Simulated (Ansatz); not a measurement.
# Lattice dynamics of CaSnSe3 (model cell, started as cubic perovskite with Sn in the octahedra)

The cell of CaSnSe3 (model cell, started as cubic perovskite with Sn in the octahedra) is at rest. What are its phonons? After the zone centre comes a 2×2×2 q mesh on a 8×8×8 k mesh.

Method: DFT PBEsol, scalar-relativistic, plane waves, PAW; PAW set soft_1, in Ansatz 0.2.0.

The structure was built from a prototype and need not be the compound's stable phase.

### 1. Set-up

Symmetry: Pm-3m, No. 221, cubic system. The conventional cell has a = 5.209 Å, b = 5.209 Å, c = 5.209 Å, α = 90.00°, β = 90.00°, γ = 90.00°. Nearest to Ca lie 12 Se at 3.68 Å. Sn has 6 Se at 2.60 Å nearest. Nearest to Se lie 2 Sn at 2.60 Å and 4 Ca at 3.68 Å. Farther neighbours and most contacts between anions are not listed.

### 2. Zone-centre response

The cell comes from relaxations at this level that are not shown. The zone centre comes first: it holds the modes that light can see, as far as symmetry allows. No field response is asked, since the mesh shows no gap.

File input.yaml:

```yaml
crystal:
  lattice:
    - [5.2086939713, 0.0, 0.0]
    - [0.0, 5.2086939713, 0.0]
    - [0.0, 0.0, 5.2086939713]
  atoms:
    - { symbol: Ca, position: [0.0, 0.0, 0.0] }
    - { symbol: Sn, position: [0.5, 0.5, 0.5] }
    - { symbol: Se, position: [0.5, 0.5, 0.0] }
    - { symbol: Se, position: [0.5, 0.0, 0.5] }
    - { symbol: Se, position: [0.0, 0.5, 0.5] }
kpoints:
  mp_grid: { grid: [8, 8, 8] }
hamiltonian:
  xc: pbesol
  pseudopotentials: { kind: paw, azcp: { folder: soft_1 }, xc_functional: pbe }
scf:
  occupations: { method: methfessel_paxton, width: 0.2 }
output:
  eigenvalues: true
phonons:
  method: dfpt
```

On the command line:

```
$ ansatz run input.yaml --threads 4 --pin off --max-ram 16384MiB --backend cpu --events-out ev --progress --plain --runs-dir out
```

Numbers of over 12 decimals in the logs are rounded to 6 here.

What it wrote:

```text
zone centre: on kpoints.mp_grid the ground state, and the responses unless they are solved on pairs of k-points, stand on 125 of the mesh's 512 k-points, reduced under 8 symmetry operations, with k and −k counted as one. Each operation leaves every solved displacement unchanged or reverses it
Engine: ansatz 0.2.0, aarch64-unknown-linux-gnu
Pseudopotentials: kind: paw
Pseudopotential: Ca, paw, valence charge 10, recommended cutoff 420 eV (normal), soft_1/Ca.paw.azcp
Pseudopotential: Sn, paw, valence charge 14, recommended cutoff 420 eV (normal), soft_1/Sn.paw.azcp
Pseudopotential: Se, paw, valence charge 16, recommended cutoff 420 eV (normal), soft_1/Se.paw.azcp
Functional definition: PBEsol
  exchange = pbesol_x
  correlation = pbesol_c
Crystal: 5 atoms, lattice volume = 141.314 Å³
Basis set: ecut = 420 eV, 2777 PW (Γ), exchange–correlation on 72×72×72 points (8 copies of the dense FFT grid, shifted against one another)
Bands: 44, of which v1, the nominal top of the filled ones, is band 36 counted from 1 (35 counted from 0)
Symmetry: 48 space group operations
k-points: 125 of 512 (irreducible under 8 space group operations)
Non-local potential: Ca, projectors of the file, l = 0: 3, l = 1: 2, l = 2: 2
Non-local potential: Sn, projectors of the file, l = 0: 2, l = 1: 2, l = 2: 2, l = 3: 1
Non-local potential: Se, projectors of the file, l = 0: 2, l = 1: 2, l = 2: 3, l = 3: 1
PAW form: soft (Blöchl's): semilocal exchange-correlation on the pseudo side does not see the compensation charge
PAW frozen core: Ca, regenerated for the run's functional, and the local potential with it (the file was generated under x = pbe(κ = 0.804, μ = 0.219515), c = pbe(β = 0.066725))
PAW frozen core: Sn, regenerated for the run's functional, and the local potential with it (the file was generated under x = pbe(κ = 0.804, μ = 0.219515), c = pbe(β = 0.066725))
PAW frozen core: Se, regenerated for the run's functional, and the local potential with it (the file was generated under x = pbe(κ = 0.804, μ = 0.219515), c = pbe(β = 0.066725))
PAW one-centre angular grid: Ca, 110 points (default); XC on 64 Gauss nodes
PAW one-centre angular grid: Sn, 590 points (default); XC on 64 Gauss nodes
PAW one-centre angular grid: Se, 590 points (default); XC on 64 Gauss nodes
Initial density: superposition of atomic densities (chi_scale 0.1, normalization cell, long waves kept (reshape's long-wave potential 0.01 eV rms))
Initial wavefunctions: pseudopotential atomic-orbital guess
Functional: x = pbesol(κ = 0.804, μ = 0.123457), c = pbesol(β = 0.046)
SCF iter   1: F=—  HF=-24020.183600 eV  |F-HF|=—  |Δ(HF+E_count)|=         —  Δρ=4.38e-2  dr2=5.59e0  ethr=3.10e-3  ⟨swp⟩=8.3  Hψ=23969  notcnv=0
preconditioner: auto → Kerker (q_TF=auto, 2.438 Å⁻¹)  [metal: Δε(μ)=0.071 eV  Ē_g=6.640 eV  σ=0.200 eV  W_gap=0.28  n_scr=32 (ndim 8)  ℏωp=15.3 eV  f_vac=0.000  D(μ)=2.23/eV (n_scr^D=6)]
SCF iter   2: F=—  HF=-24019.068906 eV  |F-HF|=—  |Δ(HF+E_count)|=    1.11e0  S|Δr|=    0.00e0  Δρ=1.71e-2  dr2=6.73e-1  ethr=3.10e-3  ⟨swp⟩=3.0  Hψ=10824  notcnv=0  defer=100
SCF iter   3: F=—  HF=-24018.892331 eV  |F-HF|=—  |Δ(HF+E_count)|=   1.77e-1  S|Δr|=    0.00e0  Δρ=7.99e-3  dr2=1.62e-1  ethr=9.35e-4  ⟨swp⟩=2.2  Hψ=9636  notcnv=0  defer=103
SCF iter   4: F=—  HF=-24018.851763 eV  |F-HF|=—  |Δ(HF+E_count)|=   4.06e-2  S|Δr|=    0.00e0  Δρ=2.21e-3  dr2=1.83e-2  ethr=2.26e-4  ⟨swp⟩=2.4  Hψ=9900  notcnv=0  defer=103
SCF iter   5: F=—  HF=-24018.845971 eV  |F-HF|=—  |Δ(HF+E_count)|=   5.79e-3  S|Δr|=    0.00e0  Δρ=1.19e-3  dr2=3.59e-3  ethr=2.54e-5  ⟨swp⟩=2.0  Hψ=10401  notcnv=0  defer=100
SCF iter   6: F=—  HF=-24018.845056 eV  |F-HF|=—  |Δ(HF+E_count)|=   9.14e-4  S|Δr|=    0.00e0  Δρ=2.68e-4  dr2=3.34e-4  ethr=4.98e-6  ⟨swp⟩=2.0  Hψ=8062  notcnv=0  defer=101
SCF iter   7: F=—  HF=-24018.845002 eV  |F-HF|=—  |Δ(HF+E_count)|=   5.44e-5  S|Δr|=    0.00e0  Δρ=1.04e-4  dr2=5.59e-5  ethr=4.64e-7  ⟨swp⟩=1.9  Hψ=7218  notcnv=0  defer=101
SCF iter   8: F=—  HF=-24018.844992 eV  |F-HF|=—  |Δ(HF+E_count)|=   9.74e-6  S|Δr|=    0.00e0  Δρ=4.32e-5  dr2=9.16e-6  ethr=7.76e-8  ⟨swp⟩=2.7  Hψ=10044  notcnv=0  defer=101
SCF iter   9: F=—  HF=-24018.844991 eV  |F-HF|=—  |Δ(HF+E_count)|=   1.64e-6  S|Δr|=    0.00e0  Δρ=1.28e-5  dr2=3.67e-7  ethr=1.27e-8  ⟨swp⟩=2.5  Hψ=7895  notcnv=0  defer=101
SCF iter  10: F=—  HF=-24018.844990 eV  |F-HF|=—  |Δ(HF+E_count)|=   3.62e-7  S|Δr|=    0.00e0  Δρ=3.38e-6  dr2=1.67e-8  ethr=5.09e-10  ⟨swp⟩=2.0  Hψ=9882  notcnv=0  defer=107
SCF iter  11: F=—  HF=-24018.844990 eV  |F-HF|=—  |Δ(HF+E_count)|=   1.61e-8  S|Δr|=    0.00e0  Δρ=6.02e-7  dr2=4.18e-10  ethr=2.32e-11  ⟨swp⟩=2.0  Hψ=7915  notcnv=0  defer=107
SCF iter  12: F=—  HF=-24018.844990 eV  |F-HF|=—  |Δ(HF+E_count)|=  4.91e-10  S|Δr|=    0.00e0  Δρ=1.37e-7  dr2=3.30e-11  ethr=1.00e-12  ⟨swp⟩=2.0  Hψ=9829  notcnv=0  defer=107
SCF iter  13: F=-24018.844990 eV  HF=-24018.844990 eV  |F-HF|=3.64e-12  |Δ(HF+E_count)|=  3.64e-11  S|Δr|=    0.00e0  Δρ=4.31e-8  dr2=4.65e-12  ethr=1.00e-12  ⟨swp⟩=12.0  Hψ=29694  notcnv=0
SCF 1 converged in 13 iterations: F = -24018.844990 eV  dr2 = 4.65e-12
  greatest PAW one-centre occupation: 1.000 electrons in one spin orbital (limit 2), on the Se atom at site 4 (counted from 0), in its partial waves of l = 2
DFPT response loops at Γ: preconditioner auto → Kerker (q_TF=auto, 2.438 Å⁻¹) (partly filled bands, converged f_vac=0.024); β = 1.00, the filter's whole step (`scf.mixing.beta` (0.50) is not read by the response loops under this deck's `scf.mixing.preconditioner`; to damp them name `kerker` or `kerker_dos`, under which they read `scf.mixing.beta`, and type it under 1.00, their step now; both keys bind the ground state too); Broyden in place of MSR1
SCF converged after 13 iterations
Stability not checked: this state was not tested for a lower state beside it, because cold or Methfessel-Paxton smearing, or corrected tetrahedra, fill the levels in a way that the test cannot read (fill_not_monotonic; see scf.lower_state_search)
Free energy (F): -24018.844990 eV
Harris-Foulkes:  -24018.844990 eV  (|F-HF|=3.64e-12)
Internal energy: -24018.838258 eV  (E = F + TS)
E sigma→0 (E₀):  -24018.843307 eV
Entropy (-TS):   -0.006733 eV (-1.347 meV/atom)
Fermi energy:    7.051500 eV
--- Per-component energies (eV) ---
  E_band       = -1464.012310
  E_kinetic    = 752.948683
  E_local      = -10836.481086  (includes V_loc(G=0)·N_el)
  E_nonlocal   = -820.543455
  E_hartree    = 5457.193413
  E_xc         = -504.375947
  E_vxc        = -508.549214  (∫ρ·V_xc dr)
  E_paw        = -11399.711034  (= ΣΔE_a)
  E_vpaw       = -965.773359  (= ΣTr[D̂ρ^β])
  E_aug_tail   = -0.000794  (compensation charges beyond the density's cutoff)
  E_ewald      = -6671.297027
  E_core_change = 3.428989  (= ΣΔE_core)
  E_smearing   = -0.006733  (= −TS)
  E_closure    = -0.000000  (closes the sum)
  Σ components = -24018.844990   (vs F -24018.844990, Δ=0.00e0)
--- Band table (eV; the first three rows and the last of 125) ---
  k-point 0: bands = [... 32 lower, 6.0934, 6.0934, 6.2174, 6.2174, 6.2174, 8.4943, 9.3452, 9.3452, ... 4 higher]
  k-point 1: bands = [... 32 lower, 5.9909, 5.9909, 6.0729, 6.1747, 6.1747, 8.8612, 9.4324, 9.5343, ... 4 higher]
  k-point 2: bands = [... 32 lower, 5.7110, 5.7269, 6.1264, 6.1264, 6.1929, 9.5651, 9.7253, 9.7596, ... 4 higher]
  k-point 124: bands = [... 32 lower, 6.1844, 7.3829, 7.3829, 7.3829, 8.6684, 9.1843, 9.1843, 9.1843, ... 4 higher]
--- Phonons (Γ-DFPT): 4 representative perturbations + reference, on 125 of 512 k-points (Σ response iterations 12) ---
  k mesh reduced under 8 symmetry operations, with k and −k counted as one. Each operation leaves every solved displacement unchanged or reverses it
  ASR residual: 3.136e-5 → 0.000e0 eV/Å²; symmetrization residual: 2.730e-5 eV/Å²
  ASR residual per site (eV/Å²): 1.21e-5 2.85e-5 3.14e-5 3.14e-5 3.14e-5
  Γ frequencies (cm⁻¹): -117.34 -117.34 -117.34 -71.60 -71.60 -71.60 -32.47 -32.47 -32.47 0.00 0.00 0.00 234.97 234.97 234.97
  non-analytic LO–TO correction: not included (Born effective charges unavailable; polar crystals: no LO–TO splitting at Γ)
```

Run time: 95 s. Hardware: 4 threads of Arm Neoverse V2, shared host; peak memory 2.5 GiB; 6.1 min of CPU time.

This step gave:

```yaml
volume_per_atom: 28.26 Å³
gap_on_the_k_mesh: 0 eV
sum_rule_residual_before_enforcement: 3.14e-5 eV/Å²
point_group: m-3m
highest_optical_mode_at_the_zone_centre_no_lo_to_term: 235.0 cm⁻¹
lowest_optical_zone_centre_mode: -117.3 cm⁻¹
```

Patterns of degenerate modes are one choice out of their space. Modes at Γ, with each element's share of the kinetic energy (negative means imaginary):

```
mode  frequency (cm⁻¹)  symmetry  Ca %  Sn %  Se %
   1            -117.3       T1u    67     2    31
   2            -117.3       T1u    67     2    31
   3            -117.3       T1u    67     2    31
   4             -71.6       T2u     0     0   100
   5             -71.6       T2u     0     0   100
   6             -71.6       T2u     0     0   100
   7             -32.5       T1u    23    42    35
   8             -32.5       T1u    23    42    35
   9             -32.5       T1u    23    42    35
  10               0.0  acoustic    10    30    60
  11               0.0  acoustic    10    30    60
  12               0.0  acoustic    10    30    60
  13             235.0       T1u     0    26    74
  14             235.0       T1u     0    26    74
  15             235.0       T1u     0    26    74
```

Displacements in mode 3 (-117.3 cm⁻¹), the largest set to 1:
```
Ca1  0.00  0.08  1.00
Sn2  0.00  0.01  0.11
Se3  0.00 -0.03  0.01
Se4  0.00  0.00 -0.34
Se5  0.00 -0.03 -0.34
```

Displacements in mode 9 (-32.5 cm⁻¹), the largest set to 1:
```
Ca1  0.08 -0.18 -1.00
Sn2 -0.07  0.14  0.79
Se3  0.05 -0.10  0.42
Se4  0.05  0.07 -0.55
Se5 -0.04 -0.10 -0.55
```

Before it was imposed, the acoustic sum rule was missed by 3.1e-5 eV/Å². Small misses are needed for a sound result but don't prove that mesh and cutoff are converged. The lowest optical mode is imaginary, 117.3i cm⁻¹, so the energy falls along it.

(Continued in part 2 of 2.)

[Logs are printed without paths, hosts, clocks, repeated set-up lines and the standing remarks that a program may print on its own settings, such as how far it seeks lower states.]

[Hosts, paths, dates, database ids (printed as entryN), source tags and the programs' standing remarks are cut or masked in the printed files.]
